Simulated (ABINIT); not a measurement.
# Rb2Pd (Fm-3m): G0W0 with ABINIT, start to end, part 2 of 3

How does a plane-wave GW calculation on Rb2Pd (Fm-3m) run from the first input to the gap?

ABINIT 10.8.3; PBEsol and many-body steps on it, plane waves. Known limits of the many-body steps: short of the basis limit; screening head approximate; d states lean on the start; coarse k mesh.

So far. Step 2 (Ground state): The gap is indirect, with the least direct gap 0.03 eV higher.

In doubt: a PseudoDojo file used here is known to give poor structures and forces, which bears on pressures, cells, forces and phonons.

## (3) Bands along the symmetry lines

Level of this step: DFT, PBEsol with spin-orbit coupling, plane waves, norm-conserving pseudopotentials (ABINIT).

The cheap functional maps the bands first; the places of the edges decide which points the dearer methods must see.

run.abi reads:

```
acell 3*1.0 Angstrom
rprim 
  -0.000000000000 4.123218000000 4.123218000000
  4.123218000000 0.000000000000 4.123218000000
  4.123218000000 4.123218000000 0.000000000000
ntypat 2
znucl 37 46
natom 3
typat 1 1 2
xred 
  0.250000000000 0.250000000000 0.250000000000
  0.750000000000 0.750000000000 0.750000000000
  0.000000000000 0.000000000000 0.000000000000
pp_dirpath "pseudos"
pseudos "Rb.upf, Pd.upf"
ecut 37
nspinor 2
iscf -2
irdden 1
kptopt 0
nkpt 26
kpt 
  0.00000000 0.00000000 0.00000000
  0.12500000 0.00000000 0.12500000
  0.25000000 0.00000000 0.25000000
  0.37500000 0.00000000 0.37500000
  0.50000000 0.00000000 0.50000000
  0.53125000 0.06250000 0.53125000
  0.56250000 0.12500000 0.56250000
  0.59375000 0.18750000 0.59375000
  0.62500000 0.25000000 0.62500000
  0.37500000 0.37500000 0.75000000
  0.28125000 0.28125000 0.56250000
  0.18750000 0.18750000 0.37500000
  0.09375000 0.09375000 0.18750000
  0.00000000 0.00000000 0.00000000
  0.12500000 0.12500000 0.12500000
  0.25000000 0.25000000 0.25000000
  0.37500000 0.37500000 0.37500000
  0.50000000 0.50000000 0.50000000
  0.50000000 0.43750000 0.56250000
  0.50000000 0.37500000 0.62500000
  0.50000000 0.31250000 0.68750000
  0.50000000 0.25000000 0.75000000
  0.50000000 0.18750000 0.68750000
  0.50000000 0.12500000 0.62500000
  0.50000000 0.06250000 0.56250000
  0.50000000 0.00000000 0.50000000
istwfk *1
nband 52
nbdbuf 6
tolwfr 1e-08
nstep 40
prtwf 0
prtvol 0
indata_prefix "in"
outdata_prefix "out"
tmpdata_prefix "tmp"
```

Run with:

```
> OMP_NUM_THREADS=1 mpirun -n 8 abinit run.abi > log
```

Standard output:

```text
.Version 10.8.3 of ABINIT. v10.8.2 released Aug 2026.

 Symmetries : space group Fm -3 m (#225); Bravais cF (face-center cubic)
[... echo of the input left out ...]
== DATASET  1 ==================================================================
-   mpi_nproc: 8, omp_nthreads: 1 (-1 if OMP is not activated)

--- !DatasetInfo
iteration_state: {dtset: 1, }
dimensions: {natom: 3, nkpt: 26, mband: 52, nsppol: 1, nspinor: 2, nspden: 1, mpw: 10200, }
cutoff_energies: {ecut:  37.0, pawecutdg:  -1.0, }
electrons: {nelect:   3.60000000E+01, charge:   0.00000000E+00, occopt:   1.00000000E+00, tsmear:   1.00000000E-02, }

 Real(R)+Recip(G) space primitive vectors, cartesian coordinates (Bohr,Bohr^-1):
 R(1)=  0.0000000  7.7917528  7.7917528  G(1)= -0.0641704  0.0641704  0.0641704
 R(2)=  7.7917528  0.0000000  7.7917528  G(2)=  0.0641704 -0.0641704  0.0641704
 R(3)=  7.7917528  7.7917528  0.0000000  G(3)=  0.0641704  0.0641704 -0.0641704
 Unit cell volume ucvol=  9.4609662E+02 bohr^3
 Angles (23,13,12)=  6.00000000E+01  6.00000000E+01  6.00000000E+01 degrees

 getcut: wavevector=  0.0000  0.0000  0.0000  ngfft=  64  64  64
         ecut(hartree)=     37.000   => boxcut(ratio)=   2.12111

--- Pseudopotential description ------------------------------------------------
- Rb Generated using ONCVPSP code by D. R. Hamann
- 37.00000   9.00000  180509                  znucl, zion, pspdat
12 -116133 2 -1 2280                          pspcod,pspxc,lmax,lloc,mmax
     nproj     2     4     3     0
     spin-orbit psp
        nprojso     4     4     0
  pspatm : epsatm=   34.49000540
         --- l  ekb(1:nproj) -->
             0   -0.476912    8.198533
             1    3.228926   -0.378028    0.000731   -0.000024
             2   -1.046655    0.996074    0.000154
  spin-orbit 1    0.151585   -0.072404    0.010473   -0.000748
  spin-orbit 2   -0.036130    0.013159    0.002877   -0.000976
 pspatm: atomic psp has been read  and splines computed

- Pd Generated using ONCVPSP code by D. R. Hamann
- 46.00000  18.00000  180509                  znucl, zion, pspdat
12 -116133 2 -1 1268                          pspcod,pspxc,lmax,lloc,mmax
     nproj     2     4     3     0
     spin-orbit psp
        nprojso     4     4     0
  pspatm : epsatm=   26.18772972
         --- l  ekb(1:nproj) -->
             0   -2.124777    7.936305
             1    3.139852   -0.751172   -0.009891    0.000134
             2   -1.180558   -0.411464   -0.000400
  spin-orbit 1   -1.118726    0.301083    0.014840   -0.002494
  spin-orbit 2    0.040837   -0.009540    0.008944   -0.000028
 pspatm: atomic psp has been read  and splines computed

--------------------------------------------------------------------------------

================================================================================
 prteigrs : about to open file out_EIG
 Non-SCF case, kpt    1 (  0.00000  0.00000  0.00000), residuals and eigenvalues=
[...]
Non-SCF case, kpt    2 (  0.12500  0.00000  0.12500), residuals and eigenvalues=
[...]
Non-SCF case, kpt    3 (  0.25000  0.00000  0.25000), residuals and eigenvalues=
[...]
Non-SCF case, kpt   25 (  0.50000  0.06250  0.56250), residuals and eigenvalues=
[...]
Non-SCF case, kpt   26 (  0.50000  0.00000  0.50000), residuals and eigenvalues=
[...]
8.1722E-02  8.1722E-02  1.4007E-01  1.4007E-01  1.7719E-01  1.7719E-01
  1.7758E-01  1.7758E-01  1.9976E-01  1.9976E-01  2.1377E-01  2.1377E-01
[...]
--- !ResultsGS
iteration_state: {dtset: 1, }
comment   : Summary of ground state results
lattice_vectors:
- [ -0.0000000,   7.7917528,   7.7917528, ]
- [  7.7917528,   0.0000000,   7.7917528, ]
- [  7.7917528,   7.7917528,   0.0000000, ]
lattice_lengths: [  11.01920,   11.01920,   11.01920, ]
lattice_angles: [ 60.000,  60.000,  60.000, ] # degrees, (23, 13, 12)
lattice_volume:   9.4609662E+02
convergence: {deltae:  0.000E+00, res2:  0.000E+00, residm:  9.992E-09, diffor:  0.000E+00, }
etotal    :  -1.88916431E+02
entropy   :   0.00000000E+00
fermie    :   4.91546435E-02
cartesian_stress_tensor: null
pressure_GPa: null
xred      :
- [  2.5000E-01,   2.5000E-01,   2.5000E-01, Rb]
- [  7.5000E-01,   7.5000E-01,   7.5000E-01, Rb]
- [  0.0000E+00,   0.0000E+00,   0.0000E+00, Pd]
cartesian_forces: null
force_length_stats: {min: null, max: null, mean: null, }

 Integrated electronic density in atomic spheres:
 ------------------------------------------------
 Atom  Sphere_radius  Integrated_density
    1        2.00000          5.98633899
[...]
================================================================================

 ----iterations are completed or convergence reached----

 Mean square residual over all n,k,spin=   49.607E-10; max=  99.919E-10
 reduced coordinates (array xred) for    3 atoms
[...]
0.750000      0.750000      0.750000
       0.000000      0.000000      0.000000

 cartesian coordinates (angstrom) at end:
[...]
length scales=  1.889726  1.889726  1.889726 bohr
              =  1.000000  1.000000  1.000000 angstroms
 prteigrs : about to open file out_EIG
 Eigenvalues (hartree) for nkpt=  26  k points:
 kpt#   1, nband= 52, wtk=  1.00000, kpt=  0.0000  0.0000  0.0000 (reduced coord)
[...]
kpt#   2, nband= 52, wtk=  1.00000, kpt=  0.1250  0.0000  0.1250 (reduced coord)
[...]
kpt#   3, nband= 52, wtk=  1.00000, kpt=  0.2500  0.0000  0.2500 (reduced coord)
[...]
kpt#  25, nband= 52, wtk=  1.00000, kpt=  0.5000  0.0625  0.5625 (reduced coord)
[...]
0.25849    0.25849    0.26248    0.26248
 kpt#  26, nband= 52, wtk=  1.00000, kpt=  0.5000  0.0000  0.5000 (reduced coord)
[...]
0.03626    0.03626    0.04903    0.04903    0.08172    0.08172    0.14007    0.14007
   0.17719    0.17719    0.17758    0.17758    0.19976    0.19976    0.21377    0.21377
   0.26118    0.26118    0.26192    0.26192

== END DATASET(S) ==============================================================
================================================================================

 -outvars: echo values of variables after computation  --------
            nband          52
             nkpt          26
          spgroup         225
 [... the other variables as echoed above ...]

 Calculation completed.
```

Elapsed: 5.1 min, on 8 MPI ranks of Arm Neoverse N1, shared host; peak memory 1.2 GiB; 41 min of CPU time.

Numbers from this step:

```
gap                        : 0.8569 eV
k of the valence top       : 0.5, 0.25, 0.75
k of the conduction bottom : 0.5, 0.5, 0.5
least direct gap           : 0.8895 eV
```

The gap is 0.857 eV, as in the run before at this level.

The electronic bands at the labelled points (eV, zero at the top of the highest filled band):

| point | band 33 | band 34 | band 35 | band 36 | band 37 | band 38 | band 39 | band 40 |
| --- | --- | --- | --- | --- | --- | --- | --- | --- |
| Γ | -0.40 | -0.40 | -0.35 | -0.35 | 2.45 | 2.45 | 2.54 | 2.54 |
| halfway | -0.41 | -0.41 | -0.37 | -0.37 | 1.59 | 1.59 | 2.95 | 2.95 |
| X | -0.35 | -0.35 | 0.00 | 0.00 | 0.89 | 0.89 | 2.47 | 2.47 |
| halfway | -0.36 | -0.36 | 0.00 | 0.00 | 1.02 | 1.02 | 2.38 | 2.38 |
| U | -0.38 | -0.38 | -0.04 | -0.04 | 1.37 | 1.37 | 1.99 | 1.99 |
| jump to K | -0.38 | -0.38 | -0.04 | -0.04 | 1.37 | 1.37 | 1.99 | 1.99 |
| halfway | -0.39 | -0.39 | -0.37 | -0.37 | 1.63 | 1.63 | 2.68 | 2.68 |
| Γ | -0.40 | -0.40 | -0.35 | -0.35 | 2.45 | 2.45 | 2.54 | 2.54 |
| halfway | -0.39 | -0.39 | -0.37 | -0.37 | 1.70 | 1.70 | 2.79 | 2.79 |
| L | -0.38 | -0.38 | -0.29 | -0.29 | 0.86 | 0.86 | 3.18 | 3.18 |
| halfway | -0.39 | -0.39 | -0.20 | -0.20 | 1.21 | 1.21 | 2.43 | 2.43 |
| W | -0.40 | -0.40 | 0.00 | 0.00 | 1.80 | 1.80 | 1.84 | 1.84 |
| halfway | -0.37 | -0.37 | 0.00 | 0.00 | 1.15 | 1.15 | 2.38 | 2.38 |
| X | -0.35 | -0.35 | 0.00 | 0.00 | 0.89 | 0.89 | 2.47 | 2.47 |

## (4) Empty states on the mesh, 2×2×2 mesh, 188 bands

The sums over transitions need many empty states on a uniform mesh; this step solves for them.

run.abi reads:

```
acell 3*1.0 Angstrom
rprim 
  -0.000000000000 4.123218000000 4.123218000000
  4.123218000000 0.000000000000 4.123218000000
  4.123218000000 4.123218000000 0.000000000000
ntypat 2
znucl 37 46
natom 3
typat 1 1 2
xred 
  0.250000000000 0.250000000000 0.250000000000
  0.750000000000 0.750000000000 0.750000000000
  0.000000000000 0.000000000000 0.000000000000
pp_dirpath "pseudos"
pseudos "Rb.upf, Pd.upf"
ecut 37
nspinor 2
ngkpt 2 2 2
nshiftk 1
shiftk 0 0 0
kptopt 1
chksymbreak 0
iscf -2
irdden 1
istwfk *1
nband 188
nbdbuf 16
tolwfr 1e-09
nstep 60
prtvol 0
indata_prefix "in"
outdata_prefix "out"
tmpdata_prefix "tmp"
```

Standard output:

```text
.Version 10.8.3 of ABINIT. v10.8.2 released Aug 2026.

 Symmetries : space group Fm -3 m (#225); Bravais cF (face-center cubic)
[... echo of the input left out ...]
== DATASET  1 ==================================================================
-   mpi_nproc: 8, omp_nthreads: 1 (-1 if OMP is not activated)
-    --> not optimal distribution: autoparal keyword recommended in input file <--

--- !DatasetInfo
iteration_state: {dtset: 1, }
dimensions: {natom: 3, nkpt: 3, mband: 188, nsppol: 1, nspinor: 2, nspden: 1, mpw: 10200, }
cutoff_energies: {ecut:  37.0, pawecutdg:  -1.0, }
electrons: {nelect:   3.60000000E+01, charge:   0.00000000E+00, occopt:   1.00000000E+00, tsmear:   1.00000000E-02, }

 Real(R)+Recip(G) space primitive vectors, cartesian coordinates (Bohr,Bohr^-1):
 R(1)=  0.0000000  7.7917528  7.7917528  G(1)= -0.0641704  0.0641704  0.0641704
 R(2)=  7.7917528  0.0000000  7.7917528  G(2)=  0.0641704 -0.0641704  0.0641704
 R(3)=  7.7917528  7.7917528  0.0000000  G(3)=  0.0641704  0.0641704 -0.0641704
 Unit cell volume ucvol=  9.4609662E+02 bohr^3
 Angles (23,13,12)=  6.00000000E+01  6.00000000E+01  6.00000000E+01 degrees

 getcut: wavevector=  0.0000  0.0000  0.0000  ngfft=  64  64  64
         ecut(hartree)=     37.000   => boxcut(ratio)=   2.12111

--- Pseudopotential description ------------------------------------------------
- Rb Generated using ONCVPSP code by D. R. Hamann
- 37.00000   9.00000  180509                  znucl, zion, pspdat
12 -116133 2 -1 2280                          pspcod,pspxc,lmax,lloc,mmax
     nproj     2     4     3     0
     spin-orbit psp
        nprojso     4     4     0
  pspatm : epsatm=   34.49000540
         --- l  ekb(1:nproj) -->
             0   -0.476912    8.198533
             1    3.228926   -0.378028    0.000731   -0.000024
             2   -1.046655    0.996074    0.000154
  spin-orbit 1    0.151585   -0.072404    0.010473   -0.000748
  spin-orbit 2   -0.036130    0.013159    0.002877   -0.000976
 pspatm: atomic psp has been read  and splines computed

- Pd Generated using ONCVPSP code by D. R. Hamann
- 46.00000  18.00000  180509                  znucl, zion, pspdat
12 -116133 2 -1 1268                          pspcod,pspxc,lmax,lloc,mmax
     nproj     2     4     3     0
     spin-orbit psp
        nprojso     4     4     0
  pspatm : epsatm=   26.18772972
         --- l  ekb(1:nproj) -->
             0   -2.124777    7.936305
             1    3.139852   -0.751172   -0.009891    0.000134
             2   -1.180558   -0.411464   -0.000400
  spin-orbit 1   -1.118726    0.301083    0.014840   -0.002494
  spin-orbit 2    0.040837   -0.009540    0.008944   -0.000028
 pspatm: atomic psp has been read  and splines computed

--------------------------------------------------------------------------------

================================================================================
 prteigrs : about to open file out_EIG
 Non-SCF case, kpt    1 (  0.00000  0.00000  0.00000), residuals and eigenvalues=
  1.79E-10  6.01E-10  2.18E-10  5.12E-10  2.09E-10  2.38E-10  3.63E-10  8.21E-10
  7.24E-10  7.93E-10  7.36E-10  8.75E-10  1.14E-10  7.92E-10  1.55E-10  7.07E-10
  9.45E-11  6.56E-10  6.38E-10  7.59E-10  5.77E-10  7.46E-10  8.15E-10  9.69E-10
[...]
7.46E-10  6.97E-10  6.44E-10  8.67E-10
 -2.9625E+00 -2.9625E+00 -1.8199E+00 -1.8199E+00 -1.6554E+00 -1.6554E+00
 -1.6554E+00 -1.6554E+00 -9.5471E-01 -9.5471E-01 -9.5261E-01 -9.5261E-01
 -3.9650E-01 -3.9650E-01 -3.8813E-01 -3.8813E-01 -3.6500E-01 -3.6500E-01
[...]
1.2736E+00  1.2736E+00  1.2736E+00  1.2736E+00  1.2927E+00  1.2927E+00
  1.2927E+00  1.2927E+00  1.2928E+00  1.2928E+00  1.3138E+00  1.3138E+00
  1.3138E+00  1.3138E+00
 prteigrs : prtvol=0 or 1, do not print more k-points.

--- !ResultsGS
iteration_state: {dtset: 1, }
comment   : Summary of ground state results
lattice_vectors:
- [ -0.0000000,   7.7917528,   7.7917528, ]
- [  7.7917528,   0.0000000,   7.7917528, ]
- [  7.7917528,   7.7917528,   0.0000000, ]
lattice_lengths: [  11.01920,   11.01920,   11.01920, ]
lattice_angles: [ 60.000,  60.000,  60.000, ] # degrees, (23, 13, 12)
lattice_volume:   9.4609662E+02
convergence: {deltae:  0.000E+00, res2:  0.000E+00, residm:  9.938E-10, diffor:  0.000E+00, }
etotal    :  -1.88916431E+02
entropy   :   0.00000000E+00
fermie    :   4.91546435E-02
cartesian_stress_tensor: null
pressure_GPa: null
xred      :
- [  2.5000E-01,   2.5000E-01,   2.5000E-01, Rb]
- [  7.5000E-01,   7.5000E-01,   7.5000E-01, Rb]
- [  0.0000E+00,   0.0000E+00,   0.0000E+00, Pd]
cartesian_forces: null
force_length_stats: {min: null, max: null, mean: null, }

 Integrated electronic density in atomic spheres:
 ------------------------------------------------
 Atom  Sphere_radius  Integrated_density
    1        2.00000          5.98633899
[...]
================================================================================

 ----iterations are completed or convergence reached----

 Mean square residual over all n,k,spin=   44.699E-11; max=  99.384E-11
 reduced coordinates (array xred) for    3 atoms
[...]
0.750000      0.750000      0.750000
       0.000000      0.000000      0.000000

 cartesian coordinates (angstrom) at end:
    1      2.061609     2.061609     2.061609
    2      6.184827     6.184827     6.184827
    3      0.000000     0.000000     0.000000
 length scales=  1.889726  1.889726  1.889726 bohr
              =  1.000000  1.000000  1.000000 angstroms
 prteigrs : about to open file out_EIG
 Eigenvalues (hartree) for nkpt=   3  k points:
 kpt#   1, nband=188, wtk=  0.12500, kpt=  0.0000  0.0000  0.0000 (reduced coord)
[...]
1.24812    1.24812    1.24812    1.24812    1.26557    1.26557    1.27358    1.27358
   1.27358    1.27358    1.29274    1.29274    1.29274    1.29274    1.29276    1.29276
   1.31380    1.31380    1.31380    1.31380
 prteigrs : prtvol=0 or 1, do not print more k-points.

== END DATASET(S) ==============================================================
================================================================================

 -outvars: echo values of variables after computation  --------
            nband         188
             nkpt           3
          spgroup         225
 [... the other variables as echoed above ...]

 Calculation completed.
```

Wall time 8.3 min (8 MPI ranks); peak memory 0.89 GiB.

Numbers from this step:

```yaml
gap: 0.8602 eV
k_of_the_valence_top: 0.5, 0.5, 0
k_of_the_conduction_bottom: 0.5, 0, 0
least_direct_gap: 0.8895 eV
k_points_computed: 3
lowest_point_of_the_top_converged_band_above_the_valence_top: 31.63 eV
```

On this mesh the gap is 0.860 eV.

## (5) Screening, 2×2×2 mesh, 172 bands, screening to 98 eV

The RPA dielectric matrix is built and inverted for each q.

This step: RPA screening on PBEsol with spin-orbit coupling, plane waves, norm-conserving pseudopotentials.

run.abi: that of step 4 with these lines changed.

```diff
@@ -22,10 +22,11 @@
 chksymbreak 0
-iscf -2
-irdden 1
 istwfk *1
-nband 188
-nbdbuf 16
-tolwfr 1e-09
-nstep 60
-prtvol 0
+occopt 1
+irdwfk 1
+optdriver 3
+nband 172
+ecuteps 3.6
+inclvkb 0
+awtr 1
+symchi 1
 indata_prefix "in"
```

Standard output:

```text
.Version 10.8.3 of ABINIT. v10.8.2 released Aug 2026.

 Symmetries : space group Fm -3 m (#225); Bravais cF (face-center cubic)
[... echo of the input left out ...]
== DATASET  1 ==================================================================
-   mpi_nproc: 8, omp_nthreads: 1 (-1 if OMP is not activated)

--- !DatasetInfo
iteration_state: {dtset: 1, }
dimensions: {natom: 3, nkpt: 3, mband: 172, nsppol: 1, nspinor: 2, nspden: 1, mpw: 10200, }
cutoff_energies: {ecut:  37.0, pawecutdg:  -1.0, }
electrons: {nelect:   3.60000000E+01, charge:   0.00000000E+00, occopt:   1.00000000E+00, tsmear:   1.00000000E-02, }

 SCREENING: Calculation of the susceptibility and dielectric matrices

 Based on a program developped by R.W. Godby, V. Olevano, G. Onida, and L. Reining.
 Incorporated in ABINIT by V. Olevano, G.-M. Rignanese, and M. Torrent.
.Using double precision arithmetic ; gwpc =  8

[... cell and pseudopotentials left out ...]
--------------------------------------------------------------------------------

 ==== K-mesh for the wavefunctions ====
 Number of points in the irreducible wedge :     3
[... list of points left out ...]
 Together with 48 symmetry operations and time-reversal symmetry
 yields     8 points in the full Brillouin Zone.

 ==== Q-mesh for the screening function ====
 Number of points in the irreducible wedge :     3
[... list of points left out ...]
 Together with 48 symmetry operations and time-reversal symmetry
 yields     8 points in the full Brillouin Zone.

 setmesh: FFT mesh size selected  =    40x   40x   40
          total number of points  =        64000

 vcoul_init : cutoff-mode = AUXILIARY_FUNCTION
 q-points for optical limit:   1
     1)      0.000010    0.000020    0.000030

- screening: taking advantage of time-reversal symmetry
- Maximum band index for partially occupied states nbvw = 36
- Remaining bands to be divided among processors   nbcw = 136
- Number of bands treated by each node ~17

 Number of electrons calculated from density =   36.0000; Expected =   36.0000
 average of density, n =  0.038051
 r_s =    1.8444
 omega_plasma =   18.8165 [eV]

 calculating chi0 at frequencies [eV] :
  1    0.000000E+00    0.000000E+00
  2    0.000000E+00    1.881651E+01

--------------------------------------------------------------------------------
  q-point number  1        q = ( 0.000000, 0.000000, 0.000000) [r.l.u.]
--------------------------------------------------------------------------------
[... chi0 elements left out ...]
 For q-point:  0.000010 0.000020 0.000030
  dielectric constant =  22.1997
  dielectric constant without local fields =  33.1509

  Average fulfillment of the sum rule on Im[epsilon] for q-point    1 :     48.41  [%]
[... wings left out ...]
  q-point number  2        q = ( 0.500000, 0.000000, 0.000000) [r.l.u.]
--------------------------------------------------------------------------------
[... chi0 elements left out ...]
  Average fulfillment of the sum rule on Im[epsilon] for q-point    2 :     55.65  [%]

 [... 1 further q-points ...]
```

Run time: 76 s. Hardware: 8 MPI ranks; peak memory 3.8 GiB.

This step gave:

| Quantity | Value |
| --- | --- |
| ε∞ with local fields, on this mesh | 22.20 |
| ε∞ without local fields, on this mesh | 33.15 |
| plasma frequency | 18.82 eV |
| plane waves in the screening matrix | 331 |

Local fields lower ε∞ by 33 %. On a Γ-centred mesh this coarse the value itself is usually too large, while a short band sum pulls it down.

[end of part 2 of 3]

[Long decimals in the printed logs are rounded to 6 places.]

[Logs are printed without paths, hosts, clocks, repeated set-up lines and the standing remarks that a program may print on its own settings, such as how far it seeks lower states.]

[Paths, hosts, dates, memory and timing lines, banners, echoed tables and standing remarks are left out of the program output; an Ansatz launch command may be rebuilt from the run's recorded settings. Measured values are a selection of at most five: reports struck by readers or far from the other reports are left out. None is set beside runs whose start may be inverted or whose files or cutoffs have a known fault.]

[Runs of the session that timed out or met a known fault of the program may be left out.]

[Hosts, paths, dates, database ids (printed as entryN), source tags and the programs' standing remarks are cut or masked in the printed files.]

[G0W0 gaps are taken among the corrected bands and points alone; a level outside them can change the order at an edge.]

[Where Ansatz stands beside ABINIT at settings called matched, ABINIT's density can come from a denser mesh and the files from another edition; pairs whose starting gaps differed by over 0.03 eV were left out, so agreement reads better than it is.]
